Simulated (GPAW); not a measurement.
# Polarising CO/Ag(111) with a field along the normal

The dipole of the cell at several fields, atoms fixed. What does the strongest field give, and what length does the slope stand for?

Set-up. GPAW 26.7.0, plane waves (500 eV), PAW setups, PBE, 12×12 mesh, a dipole layer in the vacuum; geometry relaxed without an applied field with GPAW. The cell's area is 7.24 Å², and e/ε0 = 180.95 V Å.

What came out, but for one run:

| field (V/Å) | dipole (e Å) |
| --- | --- |
| −0.2 | −0.1299 |
| −0.1 | −0.0801 |
| −0.05 | −0.0551 |
| 0.05 | −0.0052 |
| 0.1 | 0.0198 |
| 0.2 | 0.0698 |
| 0.3 | ? |

**Question.** What is the dipole at 0.3 V/Å?

**Working.** A line through the 6 points has the slope α = 0.499 e Å per V/Å and the intercept p₀ = −0.0301 e Å (r.m.s. residual 5.0e−05). At 0.3 V/Å it gives p = −0.0301 + 0.499 × 0.3 = 0.1197 e Å; the run gives 0.1199 e Å, so the response stays linear to 0.2 % of the induced part. Dividing by ε0 and the area: α/(ε0 A) = 0.499 × 180.95 / 7.24 = 12.47 Å, against 10.45 Å between the outer nuclei.

Caveats: This is the electronic response alone; ions that move would add to it in polar layers. No run was spin-polarised, so magnetic states weren't tested.
